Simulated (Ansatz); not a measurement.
# LiZn4As3, from a guessed structure to a relaxed one, part 2 of 2

This structure for LiZn4As3 is made up. Its elements were placed in a known structure type with a cell scaled to their sizes. What cell does the guess relax to, and how far off was it?

Ansatz 0.2.0; DFT, PBE, plane-wave PAW, files of the set soft_1, scalar-relativistic, no spin, cell and ions relaxed at zero pressure; PAW set soft_1 (the session's first sound run).

So far: The structure; Relaxing cell and atoms. The relaxed cell has a = 4.158, c = 31.332 Å (conventional setting).

**3. Bands of the relaxed cell**

With the geometry fixed, one more self-consistent run, with a narrower smearing and the mesh shown in its input, gives the bands, and its pressure, and its forces where symmetry allows any, show how far the geometry depends on these settings.

This step: DFT, PBE, plane-wave PAW, files of the set soft_1, scalar-relativistic, no spin, bands and density of states at the relaxed cell; PAW set soft_1 (Ansatz 0.2.0).

Input file input.yaml:

```yaml
crystal:
  lattice:
    - [2.0791792199, 1.2004146821, 10.4438637623]
    - [-2.0791792199, 1.2004146821, 10.4438637623]
    - [0.0, -2.4008293647, 10.4438637623]
  atoms:
    - { symbol: As, position: [0.0, 0.0, 0.0] }
    - { symbol: As, position: [0.7808339942, 0.7808339942, 0.7808339942] }
    - { symbol: As, position: [0.2191660058, 0.2191660058, 0.2191660058] }
    - { symbol: Zn, position: [0.7015719966, 0.7015719966, 0.7015719966] }
    - { symbol: Zn, position: [0.2984280034, 0.2984280034, 0.2984280034] }
    - { symbol: Zn, position: [0.9037864646, 0.9037864646, 0.9037864646] }
    - { symbol: Zn, position: [0.0962135354, 0.0962135354, 0.0962135354] }
    - { symbol: Li, position: [0.5, 0.5, 0.5] }
kpoints:
  mp_grid: { grid: [8, 8, 8] }
  band_path:
    path:
      - [[0.0, 0.0, 0.0], [0.5, 0.0, 0.0], [0.5, 0.17547409, -0.17547409]]
      - [[0.82452591, 0.5, 0.17547409], [0.5, 0.5, 0.5], [0.0, 0.0, 0.0], [0.33773705, 0.0, -0.33773705]]
      - [[0.66226295, 0.33773705, 0.0], [0.5, 0.5, 0.0], [0.66226295, 0.66226295, 0.17547409], [0.5, 0.5, 0.5]]
      - [[0.5, 0.0, 0.0], [0.82452591, 0.33773705, 0.33773705]]
    npoints: 8
scf:
  occupations: { method: fermi_dirac, width: 0.03 }
  n_extra_bands: 12
hamiltonian:
  xc: pbe
  pseudopotentials: { kind: paw, azcp: { folder: soft_1 } }
output:
  forces: true
  stress: true
  write_bands: true
  dos: { projected: true }
  write_density: true
  write_potential: true
  elf: true
  volumetric_format: npy
```

Run with:

```console
$ ansatz run input.yaml --threads 4 --pin off --max-ram 10240MiB --backend cpu --events-out ev --progress --plain --runs-dir out
```

Numbers of over 12 decimals in the logs are rounded to 6 here.

What it wrote:

```text
[...]
Crystal: 8 atoms, lattice volume = 156.400 Å³
Basis set: ecut = 420 eV, 3023 PW (Γ), FFT grids on a1−a2, a2, −a2+a3, exchange–correlation on 60×144×60 points (8 copies of the dense FFT grid, shifted against one another)
Bands: 60, of which v1, the nominal top of the filled ones, is band 48 counted from 1 (47 counted from 0)
Symmetry: 12 space group operations
[...]
k-points: 65 of 512
[...]
SCF iter   1: F=—  HF=-28051.643661 eV  |F-HF|=—  |Δ(HF+E_count)|=         —  Δρ=3.37e-2  dr2=1.82e0  ethr=3.10e-3  ⟨swp⟩=6.8  Hψ=16360  notcnv=0  defer=24
[...]
SCF iter  11: F=-28051.313035 eV  HF=-28051.313035 eV  |F-HF|=3.54e-9  |Δ(HF+E_count)|=   3.85e-7  Δρ=3.81e-6  dr2=4.88e-8  ethr=1.04e-10  ⟨swp⟩=13.1  Hψ=30926  notcnv=0
SCF 1 converged in 11 iterations: F = -28051.313035 eV  dr2 = 4.88e-8
[...]
NSCF: frozen V_eff on 76 k-points
SCF converged after 11 iterations
Free energy (F): -28051.313035 eV
[...]
Internal energy: -28051.311750 eV  (E = F + TS)
E sigma→0 (E₀):  -28051.312392 eV
Entropy (-TS):   -0.001285 eV (-0.161 meV/atom)
Fermi energy:    8.100089 eV
[...]
--- Forces (eV/Å), atoms counted from 1 ---
  atom   1  As    -0.00000000    -0.00000000     0.00000000
  atom   2  As    -0.00000000     0.00000000    -0.00259435
  atom   3  As     0.00000000    -0.00000000     0.00259435
  atom   4  Zn    -0.00000000    -0.00000000     0.00603692
  atom   5  Zn     0.00000000     0.00000000    -0.00603692
  atom   6  Zn    -0.00000000     0.00000000    -0.00425404
  atom   7  Zn     0.00000000    -0.00000000     0.00425404
  atom   8  Li     0.00000000    -0.00000000     0.00000000
  max |Σ_I F_I| component: 1.73e-18 eV/Å
--- Stress (GPa, compression-positive) ---
       -0.004707       0.000000      -0.000000
        0.000000      -0.004707       0.000000
       -0.000000       0.000000      -0.010405
  P = ⅓ Tr σ = -0.0066 GPa (-0.066 kbar)
--- Band table (eV; the first three rows and the last of 65) ---
  k-point 0: bands = [... 44 lower, 7.4986, 7.9094, 8.0830, 8.0830, 8.1662, 8.8199, 8.8399, 11.4028, ... 8 higher]
  k-point 1: bands = [... 44 lower, 6.8049, 7.1752, 7.8255, 7.9073, 9.2561, 9.7822, 9.9114, 10.7825, ... 8 higher]
  k-point 2: bands = [... 44 lower, 6.1789, 6.5813, 7.4194, 7.4832, 8.8831, 10.0177, 10.1266, 11.1704, ... 8 higher]
  k-point 64: bands = [... 44 lower, 7.7346, 7.7346, 7.9085, 7.9085, 8.1832, 9.2646, 9.3289, 11.3975, ... 8 higher]
```

The job ended after 14 s (4 threads of AMD EPYC 7R13 (Zen 3), shared host; peak memory 1 GiB; 54 s of CPU time).

This step gave:

| Item | Value |
| --- | --- |
| free energy | -28051.3130 eV |
| energy at zero smearing | -28051.3124 eV |
| smearing term TS | 0.001285 eV |
| Fermi energy | 8.100 eV |
| gap by band count | 0.04350 eV |
| pressure | -0.006606 GPa |

From bands.tsv. The electronic bands at the labelled points (eV, zero at the valence top; v1 is the highest filled band, c1 the lowest empty one):

| point | v4 | v3 | v2 | v1 | c1 | c2 | c3 | c4 |
| --- | --- | --- | --- | --- | --- | --- | --- | --- |
| Γ | -0.58 | -0.17 | 0.00 | 0.00 | 0.08 | 0.74 | 0.76 | 3.32 |
| halfway | -1.90 | -1.50 | -0.66 | -0.60 | 0.80 | 1.93 | 2.04 | 3.09 |
| L | -2.57 | -2.14 | -1.46 | -1.10 | 0.04 | 1.27 | 1.65 | 1.67 |
| halfway | -2.89 | -2.42 | -2.12 | -1.71 | 0.86 | 2.27 | 2.47 | 3.03 |
| B1 | -3.35 | -2.65 | -2.03 | -1.70 | 1.39 | 1.68 | 2.41 | 3.66 |
| jump to B | -3.35 | -2.65 | -2.03 | -1.70 | 1.39 | 1.68 | 2.41 | 3.66 |
| halfway | -1.97 | -1.75 | -1.48 | -0.93 | 1.47 | 1.97 | 2.59 | 3.35 |
| Z | -0.35 | -0.35 | -0.17 | -0.17 | 0.10 | 1.18 | 1.25 | 3.31 |
| halfway | -0.48 | -0.48 | -0.06 | -0.06 | 0.13 | 0.92 | 1.15 | 3.32 |
| Γ | -0.58 | -0.17 | 0.00 | 0.00 | 0.08 | 0.74 | 0.76 | 3.32 |
| halfway | -2.49 | -2.07 | -1.55 | -0.75 | 2.06 | 2.41 | 2.70 | 3.34 |
| X | -3.37 | -2.58 | -2.10 | -1.70 | 1.29 | 1.94 | 2.21 | 3.96 |
| jump to Q | -3.37 | -2.58 | -2.10 | -1.70 | 1.29 | 1.94 | 2.21 | 3.96 |
| halfway | -3.12 | -2.65 | -1.90 | -1.23 | 1.14 | 1.64 | 2.69 | 2.77 |
| F | -2.71 | -1.67 | -1.49 | -1.24 | 0.32 | 0.94 | 1.99 | 2.14 |
| halfway | -2.70 | -1.73 | -1.43 | -1.27 | 0.33 | 0.97 | 1.96 | 2.02 |
| P1 | -2.68 | -1.84 | -1.34 | -1.33 | 0.31 | 1.04 | 1.76 | 1.92 |
| halfway | -1.92 | -1.15 | -1.03 | -0.83 | 0.73 | 1.83 | 2.15 | 2.54 |
| Z | -0.35 | -0.35 | -0.17 | -0.17 | 0.10 | 1.18 | 1.25 | 3.31 |
| jump to L | -2.57 | -2.14 | -1.46 | -1.10 | 0.04 | 1.27 | 1.65 | 1.67 |
| halfway | -2.61 | -2.04 | -1.48 | -1.17 | 0.18 | 1.27 | 1.52 | 1.76 |
| P | -2.68 | -1.84 | -1.34 | -1.33 | 0.31 | 1.04 | 1.76 | 1.92 |

Counts of states for the cell as run, both spins, by energy window (eV from the valence-band top):

```
from  to  total
  -8  -7  37.51
  -7  -6   2.50
  -6  -5   2.67
  -5  -4   2.89
  -4  -3   2.73
  -3  -2   4.00
  -2  -1   4.21
  -1   0   1.50
   0   1   0.72
   1   2   3.15
   2   3   3.46
   3   4   3.81
   4   5   4.60
```

A further 38.0 states lie below the table's range.

Valence density in the ac plane of the conventional cell at fractional y = 0.333, with atoms of As and Zn and Li within 0.2 Å of it. It is the smooth field of the valence electrons, not physical close to the nuclei.

Ten steps, logarithmic in the rise over the least value, from '_' (0 e/Å³) to '@' (18 e/Å³), each cell a mean:
```
............______________..
__........__________________
..::::::....______________..
____..________..==++==..____
__........______--==--..____
..::::::....______________..
__......____________________
....::......______________..
............::==##@@%%++::..
__________....::==++==::....
............::==%%@@%%++--::
____________..::--==--::....
__......________......______
............::==%%@@%%++::..
____________....::--::....__
............::==##@@%%++::..
............::--**####==::..
____________..::--++==::....
............::==##@@%%++::..
____________________________
__________....::++**++--....
............::==%%@@%%++::::
__________....--++##**--....
............::--##@@##==::..
```
Columns run along a (4.2 Å), rows up along c (31.3 Å), edges of the conventional cell, whose origin can differ from the input's. Atoms in or near the plane, at fractional coordinates: As at (0.67, 0.33), As at (0.67, 0.11), As at (0.67, 0.55), Zn at (0.67, 0.03), Zn at (0.67, 0.63), Zn at (0.67, 0.24), Zn at (0.67, 0.43), Li at (0.67, 0.83).

ELF in the ac plane of the conventional cell at fractional y = 0.333, with atoms of As and Zn and Li within 0.2 Å of it. It is the smooth field of the valence electrons, not physical close to the nuclei.

Ten even steps from '_' (0.01) to '@' (0.65), each cell a mean:
```
++******++==::....__....::==
----====--::..__________..::
##%%%%%%##**==..______..--++
==++++++++--::..==**++::..--
++********==::..--==--..::==
##########**--..______..--++
----------::..__________..::
**********++--..........::==
++******++==::..______..::--
::::::::::--================
**------**%%@@%%++--==##@@@@
==::....--**##%%%%%%%%%%%%**
++######**==--::........::==
##%%%%%%##++--..______..::==
--------------------------::
++--::::==##@@%%**++**%%@@%%
==::::::==**%%%%##**##%%%%##
------------::::::::::::::--
##%%%%%%%%++--..______..--++
++******++--::::::::::::::--
==::..::==##@@@@%%%%%%@@@@##
**------++%%@@%%++==++##@@%%
::::::::::--==----------==--
**######**==--....__....::==
```
Columns run along a (4.2 Å), rows up along c (31.3 Å), edges of the conventional cell, whose origin can differ from the input's. Atoms in or near the plane, at fractional coordinates: As at (0.67, 0.33), As at (0.67, 0.11), As at (0.67, 0.55), Zn at (0.67, 0.03), Zn at (0.67, 0.63), Zn at (0.67, 0.24), Zn at (0.67, 0.43), Li at (0.67, 0.83).

Electrostatic potential energy in the ac plane of the conventional cell at fractional y = 0.333, with atoms of As and Zn and Li within 0.2 Å of it. With pseudopotentials it is smooth inside the atoms' cores, unlike the true potential.

Ten even steps from '_' (-37 eV) to '@' (12 eV), each cell a mean:
```
@@@@%%@@@@@@@@@@@@@@@@@@@@@@
@@@@@@@@@@@@@@@@@@@@@@@@@@@@
@@%%%%%%@@@@@@@@@@@@@@@@@@@@
@@@@@@@@@@@@@@%%**++++##%%@@
@@@@@@@@@@@@@@%%##****%%@@@@
@@%%%%%%@@@@@@@@@@@@@@@@@@@@
@@@@@@@@@@@@@@@@@@@@@@@@@@@@
@@@@%%%%@@@@@@@@@@@@@@@@@@@@
@@@@@@@@@@@@##--......--##@@
@@@@@@@@@@@@@@##++==++**%%@@
@@@@@@@@@@@@##**%%%%%%****%%
@@@@@@@@@@@@@@%%%%%%%%%%@@@@
@@@@@@@@@@@@@@@@@@@@@@@@@@@@
@@@@@@@@@@@@##--______::**@@
@@@@@@@@@@@@@@%%##**##%%@@@@
@@@@@@@@@@@@####%%%%%%####@@
@@@@@@@@@@@@%%####%%%%##%%@@
@@@@@@@@@@@@@@##**++**##%%@@
@@@@@@@@@@@@##--..__..--##@@
@@@@@@@@@@@@@@@@@@@@@@@@@@@@
@@@@@@@@@@@@%%##%%%%%%##%%@@
@@@@@@@@@@@@##**%%%%%%####%%
@@@@@@@@@@@@%%**==--==**%%@@
@@@@@@@@@@@@%%==::::::==##@@
```
Columns run along a (4.2 Å; values clipped at the 3rd and 97th percentile), rows up along c (31.3 Å), edges of the conventional cell, whose origin can differ from the input's. Atoms in or near the plane, at fractional coordinates: As at (0.67, 0.33), As at (0.67, 0.11), As at (0.67, 0.55), Zn at (0.67, 0.03), Zn at (0.67, 0.63), Zn at (0.67, 0.24), Zn at (0.67, 0.43), Li at (0.67, 0.83).

**4. Summary of results**

```json
{
 "space group, relaxed": "R-3m",
 "conventional cell": "a = 4.158, b = 4.158, c = 31.332 Å; α = 90.0°, β = 90.0°, γ = 120.0°",
 "volume per atom": "19.55 Å³ (guess 15.71)"
}
```

**Reading.** LiZn4As3 relaxes to R-3m with a = 4.158, b = 4.158 and c = 31.332 Å. The guessed volume was 20 % too small. The space group R-3m was held in the relaxation, so the end point is a stationary structure within it and may be a saddle against distortions or other arrangements. It has an indirect Kohn–Sham gap of 0.04 eV, which semilocal functionals understate. On the 8×8×8 mesh with the narrower smearing (relaxed on 8×8×8) the largest force component is 0.006 eV/Å and the largest stress component is 0.010 GPa, within the relaxation's thresholds of 0.015 eV/Å and 0.05 GPa. The cutoff wasn't tested. No dispersion term is used, so weakly bound directions may come out too long. Nothing here tests whether the compound is stable against decomposition.

[Logs are printed without paths, hosts, clocks, repeated set-up lines and the standing remarks that a program may print on its own settings, such as how far it seeks lower states.]

[Hosts, paths, dates, database ids (printed as entryN), source tags and the programs' standing remarks are cut or masked in the printed files.]
